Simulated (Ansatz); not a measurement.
## V2CO2 monolayer: from the cell to its phonons

Aim: the phonons of V2CO2 monolayer at a cell relaxed beforehand at this level. After the zone centre comes a 4×4×1 q mesh on a 20×20×1 k mesh.

Main program and level: Ansatz 0.2.0; DFT PBEsol, scalar-relativistic, plane waves, PAW.

### Step 1. The structure

The cell holds 5 atoms: 1 C, 2 V and 2 O. Its edges and angles: a = 2.864 Å, b = 2.864 Å, c = 32.600 Å, α = 90.0°, β = 90.0°, γ = 120.0°. Vacuum lies along c.

### Step 2. Linear response at the zone centre

The cell comes from relaxations at this level that are not shown. The zone centre comes first: it holds the modes that light can see, as far as symmetry allows. No field response is asked, since the mesh shows no gap.

File input.yaml:

```yaml
crystal:
  lattice:
    - [2.8642446253, 0.0, 0.0]
    - [-1.4321223127, 2.4805086082, 0.0]
    - [0.0, 0.0, 32.6]
  atoms:
    - { symbol: C, position: [0.0, 0.0, 0.3067484663] }
    - { symbol: V, position: [0.3333333333, 0.6666666667, 0.3428869841] }
    - { symbol: V, position: [0.6666666667, 0.3333333333, 0.2706099485] }
    - { symbol: O, position: [0.6666666667, 0.3333333333, 0.3739071961] }
    - { symbol: O, position: [0.3333333333, 0.6666666667, 0.2395897365] }
  periodic: [true, true, false]
kpoints:
  mp_grid: { grid: [18, 18, 1] }
hamiltonian:
  xc: pbesol
scf:
  occupations: { method: methfessel_paxton, width: 0.15 }
output:
  eigenvalues: true
phonons:
  method: dfpt
```

The run is started by

```sh
> ansatz run input.yaml --threads 8 --pin off --max-ram 14336MiB --backend cpu --events-out ev --progress --plain --runs-dir out
```

Numbers of over 12 decimals in the logs are rounded to 6 here.

The program printed:

```text
Warning: crystal.symmetry: narrowed to the stabiliser of the run's FFT grids — unitary ops 12 → 6. A phonons.method: dfpt run fills in the rows of the dynamical matrix that it does not solve by its symmetry operations, which is exact only for operations that map its FFT grids onto themselves: filled in by any other, the frequencies could depend on the order in which like atoms are typed, or, by more than the grids' own error, on where the crystal sits among the grids' points. Excluded: 6 operations. The run can therefore solve more perturbations, solve them on more k-points, or both, and cost more. [rest of the remark cut]
Engine: ansatz 0.2.0, aarch64-unknown-linux-gnu
Pseudopotentials: kind: paw
Pseudopotential: C, paw, valence charge 4, recommended cutoff 420 eV (normal), C.paw.azcp
Pseudopotential: V, paw, valence charge 13, recommended cutoff 420 eV (normal), V.paw.azcp
Pseudopotential: O, paw, valence charge 6, recommended cutoff 420 eV (normal), O.paw.azcp
Functional definition: PBEsol
  exchange = pbesol_x
  correlation = pbesol_c
Crystal: 5 atoms, lattice volume = 231.616 Å³
Basis set: ecut = 420 eV, 4513 PW (Γ), exchange–correlation on 40×40×450 points (8 copies of the dense FFT grid, shifted against one another)
Bands: 26, of which v1, the nominal top of the filled ones, is band 21 counted from 1 (20 counted from 0)
Symmetry: 12 space group operations
k-points: 91 of 324 (irreducible under 2 space group operations, time reversal used)
Non-local potential: C, projectors of the file, l = 0: 2, l = 1: 2, l = 2: 1
Non-local potential: V, projectors of the file, l = 0: 3, l = 1: 2, l = 2: 3, l = 3: 1
Non-local potential: O, projectors of the file, l = 0: 2, l = 1: 2, l = 2: 1
PAW form: soft (Blöchl's): semilocal exchange-correlation on the pseudo side does not see the compensation charge
PAW frozen core: C, regenerated for the run's functional, and the local potential with it (the file was generated under x = pbe(κ = 0.804, μ = 0.219515), c = pbe(β = 0.066725))
PAW frozen core: V, regenerated for the run's functional, and the local potential with it (the file was generated under x = pbe(κ = 0.804, μ = 0.219515), c = pbe(β = 0.066725))
PAW frozen core: O, regenerated for the run's functional, and the local potential with it (the file was generated under x = pbe(κ = 0.804, μ = 0.219515), c = pbe(β = 0.066725))
PAW one-centre angular grid: C, 110 points (default); XC on 64 Gauss nodes
PAW one-centre angular grid: V, 590 points (default); XC on 64 Gauss nodes
PAW one-centre angular grid: O, 110 points (default); XC on 64 Gauss nodes
Initial density: superposition of atomic densities (neutral atoms: chi_scale 0, normalization atom), corrected by the library's trained network
Initial wavefunctions: pseudopotential atomic-orbital guess
Functional: x = pbesol(κ = 0.804, μ = 0.123457), c = pbesol(β = 0.046)
SCF iter   1: F=—  HF=-7141.520949 eV  |F-HF|=—  |Δ(HF+E_count)|=         —  Δρ=6.24e-3  dr2=6.33e-2  ethr=1.77e-3  ⟨swp⟩=10.0  Hψ=15983  notcnv=0
preconditioner: auto → LDOS  [metal: Δε(μ)=0.050 eV  Ē_g=8.088 eV  σ=0.150 eV  W_gap=0.27  n_scr=20 (ndim 8)  ℏωp=12.4 eV  f_vac=0.782  D(μ)=1.58/eV (n_scr^D=10)  β→1.0]
SCF iter   2: F=—  HF=-7141.514643 eV  |F-HF|=—  |Δ(HF+E_count)|=   6.31e-3  S|Δr|=    0.00e0  Δρ=4.67e-3  dr2=3.28e-2  ethr=1.51e-4  ⟨swp⟩=3.9  Hψ=7774  notcnv=0
SCF iter   3: F=—  HF=-7141.504957 eV  |F-HF|=—  |Δ(HF+E_count)|=   9.69e-3  S|Δr|=    0.00e0  Δρ=4.57e-4  dr2=4.94e-4  ethr=7.81e-5  ⟨swp⟩=3.4  Hψ=5198  notcnv=0
SCF iter   4: F=—  HF=-7141.505028 eV  |F-HF|=—  |Δ(HF+E_count)|=   7.11e-5  S|Δr|=    0.00e0  Δρ=1.39e-4  dr2=5.90e-5  ethr=1.18e-6  ⟨swp⟩=3.1  Hψ=5421  notcnv=0
SCF iter   5: F=—  HF=-7141.505033 eV  |F-HF|=—  |Δ(HF+E_count)|=   4.71e-6  S|Δr|=    0.00e0  Δρ=4.62e-5  dr2=2.61e-6  ethr=1.40e-7  ⟨swp⟩=3.3  Hψ=4603  notcnv=0
SCF iter   6: F=—  HF=-7141.505040 eV  |F-HF|=—  |Δ(HF+E_count)|=   7.22e-6  S|Δr|=    0.00e0  Δρ=1.43e-5  dr2=4.36e-7  ethr=6.21e-9  ⟨swp⟩=3.2  Hψ=5444  notcnv=0
SCF iter   7: F=—  HF=-7141.505040 eV  |F-HF|=—  |Δ(HF+E_count)|=   4.26e-8  S|Δr|=    0.00e0  Δρ=3.75e-6  dr2=3.12e-8  ethr=1.04e-9  ⟨swp⟩=4.1  Hψ=6119  notcnv=0
SCF iter   8: F=—  HF=-7141.505040 eV  |F-HF|=—  |Δ(HF+E_count)|=   5.27e-8  S|Δr|=    0.00e0  Δρ=1.36e-6  dr2=2.74e-9  ethr=7.44e-11  ⟨swp⟩=3.0  Hψ=4203  notcnv=0
SCF iter   9: F=—  HF=-7141.505040 eV  |F-HF|=—  |Δ(HF+E_count)|=   7.08e-9  S|Δr|=    0.00e0  Δρ=3.80e-7  dr2=2.55e-10  ethr=6.53e-12  ⟨swp⟩=3.7  Hψ=5579  notcnv=0
SCF iter  10: F=-7141.505040 eV  HF=-7141.505040 eV  |F-HF|=2.48e-10  |Δ(HF+E_count)|=   1.36e-9  S|Δr|=    0.00e0  Δρ=5.37e-8  dr2=3.25e-12  ethr=1.00e-12  ⟨swp⟩=11.9  Hψ=21251  notcnv=0
SCF 1 converged in 10 iterations: F = -7141.505040 eV  dr2 = 3.25e-12
  greatest PAW one-centre occupation: 1.000 electrons in one spin orbital (limit 2), on the V atom at site 2 (counted from 0), in its partial waves of l = 0
DFPT response loops at Γ: preconditioner auto → none (partly filled bands, converged f_vac=0.780); β = 0.50; Broyden in place of MSR1
SCF converged after 10 iterations
Stability not checked: this state was not tested for a lower state beside it, because cold or Methfessel-Paxton smearing, or corrected tetrahedra, fill the levels in a way that the test cannot read (fill_not_monotonic; see scf.lower_state_search)
Free energy (F): -7141.505040 eV
Harris-Foulkes:  -7141.505040 eV  (|F-HF|=2.48e-10)
Internal energy: -7141.505823 eV  (E = F + TS)
E sigma→0 (E₀):  -7141.505236 eV
Entropy (-TS):   0.000783 eV (0.157 meV/atom)
Fermi energy:    -6.585278 eV
--- Per-component energies (eV) ---
  E_band       = -1187.459096
  E_kinetic    = 1113.824761
  E_local      = -145465.644782  (includes V_loc(G=0)·N_el)
  E_nonlocal   = 27.361594
  E_hartree    = 72090.324999
  E_xc         = -454.816585
  E_vxc        = -579.254930  (∫ρ·V_xc dr)
  E_paw        = -2567.351825  (= ΣΔE_a)
  E_vpaw       = -464.400894  (= ΣTr[D̂ρ^β])
  E_aug_tail   = 0.005327  (compensation charges beyond the density's cutoff)
  E_ewald      = 68114.399654
  E_core_change = 0.391035  (= ΣΔE_core)
  E_smearing   = 0.000783  (= −TS)
  E_closure    = 0.000000  (closes the sum)
  Σ components = -7141.505040   (vs F -7141.505040, Δ=0.00e0)
--- Band table (eV; the first three rows and the last of 91) ---
  k-point 0: bands = [... 17 lower, -8.1697, -7.4402, -7.4402, -7.3445, -7.3445, -6.2425, -6.2209, -6.2209, ... 1 higher]
  k-point 1: bands = [... 17 lower, -8.1026, -8.0251, -7.9129, -7.0389, -6.9022, -6.2803, -6.1854, -6.0498, ... 1 higher]
  k-point 2: bands = [... 17 lower, -8.8265, -8.3933, -8.0064, -7.0455, -6.5935, -6.1235, -5.9873, -5.8046, ... 1 higher]
  k-point 90: bands = [... 17 lower, -10.4454, -10.1657, -9.7519, -6.7244, -5.9583, -5.7977, -5.3054, -4.9367, ... 1 higher]
--- Phonons (Γ-DFPT): 10 representative perturbations + reference, on 91 of 324 k-points (Σ response iterations 57) ---
  ASR residual: 6.220e-5 → 0.000e0 eV/Å²; symmetrization residual: 1.227e-5 eV/Å²
  The last average, over the group as it would stand without the narrowing to the FFT grids, took up to 2.917e-6 eV/Å² of the zone centre's force constants
  ASR residual per site (eV/Å²): 2.13e-5 5.80e-6 5.93e-6 6.22e-5 5.75e-5
  Γ frequencies (cm⁻¹): 0.00 0.00 0.00 97.25 97.25 299.14 320.70 320.70 367.74 367.74 596.10 599.41 654.71 654.71 760.18
  non-analytic LO–TO correction: not included (Born effective charges unavailable; polar crystals: no LO–TO splitting at Γ)
```

Run time: 2.1 min. Hardware: 8 threads of Arm Neoverse V1, shared host; peak memory 2.2 GiB.

Reading the cycles: dr2 is the Hartree energy of the density residual (eV), the measure of convergence; HF is the Harris–Foulkes estimate of the energy, which meets the free energy F at convergence.

This run has no spin polarisation, although V can carry a moment.

This step gave:

```yaml
gap_on_the_k_mesh: 0 eV
sum_rule_residual_before_enforcement: 6.22e-5 eV/Å²
point_group: -3m
area_per_atom: 1.421 Å²
highest_optical_mode_at_the_zone_centre_no_lo_to_term: 760.2 cm⁻¹
lowest_optical_zone_centre_mode: 97.25 cm⁻¹
```

Patterns of degenerate modes are one choice out of their space. The modes at Γ (shares of kinetic energy by element, %):

| mode | frequency (cm⁻¹) | symmetry | C % | V % | O % |
| --- | --- | --- | --- | --- | --- |
| 1 | 0.0 | acoustic | 8 | 70 | 22 |
| 2 | 0.0 | acoustic | 8 | 70 | 22 |
| 3 | 0.0 | acoustic | 8 | 70 | 22 |
| 4 | 97.2 | Eg | 0 | 100 | 0 |
| 5 | 97.2 | Eg | 0 | 100 | 0 |
| 6 | 299.1 | A1g | 0 | 75 | 25 |
| 7 | 320.7 | Eg | 0 | 0 | 100 |
| 8 | 320.7 | Eg | 0 | 0 | 100 |
| 9 | 367.7 | Eu | 0 | 25 | 75 |
| 10 | 367.7 | Eu | 0 | 25 | 75 |
| 11 | 596.1 | A1g | 0 | 25 | 75 |
| 12 | 599.4 | A2u | 0 | 24 | 76 |
| 13 | 654.7 | Eu | 92 | 5 | 3 |
| 14 | 654.7 | Eu | 92 | 5 | 3 |
| 15 | 760.2 | A2u | 92 | 7 | 2 |

Displacements in mode 4 (97.2 cm⁻¹), the largest set to 1:
```
C1   0.00  0.00  0.00
V2   0.61  1.00  0.00
V3  -0.61 -1.00  0.00
O4   0.00  0.00  0.00
O5   0.00  0.00  0.00
```

Displacements in mode 13 (654.7 cm⁻¹), the largest set to 1:
```
C1   0.62  1.00  0.00
V2  -0.05 -0.08  0.00
V3  -0.05 -0.08  0.00
O4  -0.07 -0.11  0.00
O5  -0.07 -0.11  0.00
```

Before it was imposed, the acoustic sum rule was missed by 6.2e-5 eV/Å². Small misses are needed for a sound result but don't prove that mesh and cutoff are converged. The lowest optical mode is real, 97.2 cm⁻¹.

### Step 3. The dispersion

Stability and thermal properties need the whole zone. Linear response on a 4×4×1 q mesh gives force constants as far as a supercell of that size would.

Changes to input.yaml since step 2:

```diff
@@ -13,3 +13,3 @@
 kpoints:
-  mp_grid: { grid: [18, 18, 1] }
+  mp_grid: { grid: [20, 20, 1] }
 hamiltonian:
@@ -22 +22,10 @@
   method: dfpt
+  qmesh: [4, 4, 1]
+  temperatures: { t_max: 1000, t_step: 50 }
+  qpath:
+    path:
+      - [0.0, 0.0, 0.0]
+      - [0.5, 0.0, 0.0]
+      - [0.33333333, 0.33333333, 0.0]
+      - [0.0, 0.0, 0.0]
+    npoints: 10
```

The program printed:

```text
[...]
Crystal: 5 atoms, lattice volume = 231.616 Å³
Basis set: ecut = 420 eV, 4513 PW (Γ), exchange–correlation on 40×40×450 points (8 copies of the dense FFT grid, shifted against one another)
Bands: 26, of which v1, the nominal top of the filled ones, is band 21 counted from 1 (20 counted from 0)
Symmetry: 12 space group operations
k-points: 44 of 400 (irreducible under 6 space group operations, time reversal used)
[...]
SCF iter   1: F=—  HF=-7141.520935 eV  |F-HF|=—  |Δ(HF+E_count)|=         —  Δρ=6.23e-3  dr2=6.31e-2  ethr=1.77e-3  ⟨swp⟩=9.9  Hψ=7640  notcnv=0
[...]
SCF iter  10: F=-7141.505018 eV  HF=-7141.505018 eV  |F-HF|=1.32e-10  |Δ(HF+E_count)|=   1.51e-9  S|Δr|=    0.00e0  Δρ=7.37e-8  dr2=5.59e-12  ethr=1.00e-12  ⟨swp⟩=11.9  Hψ=10232  notcnv=0
SCF 1 converged in 10 iterations: F = -7141.505018 eV  dr2 = 5.59e-12
[...]
phonons: the bands overlap, so this run is a metal and interpolates without the dipole-dipole term. If the crystal is really an insulator or semiconductor, its LO-TO splitting is missing
NSCF: frozen V_eff on 44 k-points
[...]
DFPT response loops at q = (0, 0, 0) (fractional): preconditioner auto → none (partly filled bands, converged f_vac=0.780); β = 0.50; Broyden in place of MSR1
[...]
SCF converged after 10 iterations
[...]
Free energy (F): -7141.505018 eV
[...]
Internal energy: -7141.505959 eV  (E = F + TS)
E sigma→0 (E₀):  -7141.505253 eV
Entropy (-TS):   0.000941 eV (0.188 meV/atom)
Fermi energy:    -6.584975 eV
[...]
--- Band table (eV; the first three rows and the last of 44) ---
  k-point 0: bands = [... 17 lower, -8.1697, -7.4402, -7.4402, -7.3446, -7.3446, -6.2426, -6.2210, -6.2210, ... 1 higher]
  k-point 1: bands = [... 17 lower, -8.1098, -7.9581, -7.8622, -7.0555, -6.9460, -6.2864, -6.1936, -6.0710, ... 1 higher]
  k-point 2: bands = [... 17 lower, -8.6601, -8.3023, -8.0111, -7.0288, -6.6338, -6.1615, -6.0463, -5.8586, ... 1 higher]
  k-point 43: bands = [... 17 lower, -10.8007, -10.2518, -10.0613, -6.3855, -6.0745, -6.0384, -4.9766, -4.9518, ... 1 higher]
--- Phonons (Γ-DFPT): 10 representative perturbations + reference (Σ response iterations 48) ---
  ASR residual: 7.538e-5 → 0.000e0 eV/Å²; symmetrization residual: 6.361e-6 eV/Å²
[...]
ASR residual per site (eV/Å²): 1.18e-5 1.25e-5 1.86e-5 7.54e-5 7.32e-5
[...]
--- Phonons (arbitrary-q DFPT): 4 irreducible q on the 4×4×1 mesh ---
  q = [0.0000, 0.0000, 0.0000] (star 1, of the zone-centre solve; hermiticity 4.87e-7, symmetrization 5.77e-11, taken by the last average 1.18e-7): -0.00 -0.00 0.00 98.09 98.09 299.11 321.51 321.51 367.87 367.87 595.57 599.43 654.78 654.78 760.21
  q = [0.0000, 0.2500, 0.0000] (star 6, 15 solved perturbations on 210 of 400 k-point pairs; hermiticity 3.18e-7, symmetrization 5.72e-9, taken by the last average 1.33e-7): 90.58 110.84 176.09 205.53 249.96 265.14 354.31 363.55 370.15 430.29 553.43 564.07 641.57 693.23 755.00
[...]
q = [0.2500, 0.2500, 0.0000] (star 6, 10 solved perturbations in 3050 linear systems a pass and spin channel, the states on 400 of 400 k-point pairs; hermiticity 3.16e-7, symmetrization 7.96e-11, taken by the last average 1.51e-7): 120.46 148.29 176.99 213.20 238.35 275.82 390.89 403.32 431.74 438.56 525.94 526.18 643.65 723.43 738.11
  sum rule: each row above includes the acoustic sum rule's correction from the zone centre's row sums; it moved no ω² by more than (1.13 cm⁻¹)²
  mesh force constants: q→R imaginary residual 2.42e-18; ASR residual 7.538e-5 → 0.000e0 eV/Å²; symmetrization residual 1.776e-14 eV/Å²
  interpolated dispersion: 31 rows × 15 modes
  density of states and harmonic sums: on the 28×28×1 q-mesh, interpolated from the force constants of a 4×4×1 supercell (no non-analytic term)
  largest difference from the sums on the solved wave vectors: F 3.36e-2 eV, S 4.62e-5 and C_V 1.25e-5 eV/K
  zero-point energy: 0.365608 eV/cell   skipped modes (ω ≤ 0): 7, of them read as no rigid motion or as one in doubt: 4 (3.827e-2 modes/cell left out, lowest -22.21 cm⁻¹)   left out of the sums: 2.81e-3 of the cell's modes: C_V's classical limit lies that fraction below 3 k_B per atom; for a crystal, a wire or a layer, F and S can be off by more, and a phonons.interpolated_qmesh denser along its periods is the remedy for the sampling
```

Elapsed: 17 min, on 8 threads; peak memory 5.1 GiB; 2.2 h of CPU time.

This step gave:

- sum-rule residual before enforcement: 7.54e-5 eV/Å²
- lowest frequency on the path: -21.67 cm⁻¹
- highest frequency on the path or at a solved wavevector: 765.2 cm⁻¹
- lowest optical zone-centre mode: 98.09 cm⁻¹
- lowest mode on the q mesh (acoustic modes at Γ apart): 70.83 cm⁻¹

Frequencies (cm⁻¹) solved at each irreducible wavevector; negative means imaginary. Frequencies by wavevector, by row:

| q in reciprocal lattice units | star | mode 1 | mode 2 | mode 3 | mode 4 | mode 13 | mode 14 | mode 15 |
| --- | --- | --- | --- | --- | --- | --- | --- | --- |
| 0 0 0 | 1 | 0 | 0 | 0 | 98.1 | 654.8 | 654.8 | 760.2 |
| 0 0.25 0 | 6 | 90.6 | 110.8 | 176.1 | 205.5 | 641.6 | 693.2 | 755 |
| 0 -0.5 0 | 3 | 70.8 | 140.7 | 193.2 | 224.7 | 644.2 | 720.3 | 765.2 |
| 0.25 0.25 0 | 6 | 120.5 | 148.3 | 177 | 213.2 | 643.6 | 723.4 | 738.1 |

Interpolated from a 4×4×1 q mesh. The phonon branches at the labelled points (cm⁻¹):

| point | branch 1 | branch 2 | branch 3 | branch 4 | branch 12 | branch 13 | branch 14 | branch 15 |
| --- | --- | --- | --- | --- | --- | --- | --- | --- |
| Γ | 0 | 0 | 0 | 98 | 599 | 655 | 655 | 760 |
| halfway | 91 | 111 | 176 | 206 | 564 | 642 | 693 | 755 |
| M | 71 | 141 | 193 | 225 | 534 | 644 | 720 | 765 |
| halfway | 112 | 134 | 176 | 217 | 523 | 650 | 718 | 749 |
| K | 146 | 146 | 170 | 209 | 513 | 688 | 688 | 732 |
| halfway | 128 | 136 | 150 | 241 | 550 | 635 | 706 | 750 |
| Γ | 0 | 0 | 0 | 98 | 599 | 655 | 655 | 760 |

[end of part 1 of 2]

[Logs are printed without paths, hosts, clocks, repeated set-up lines and the standing remarks that a program may print on its own settings, such as how far it seeks lower states.]

[Hosts, paths, dates, database ids (printed as entryN), source tags and the programs' standing remarks are cut or masked in the printed files.]
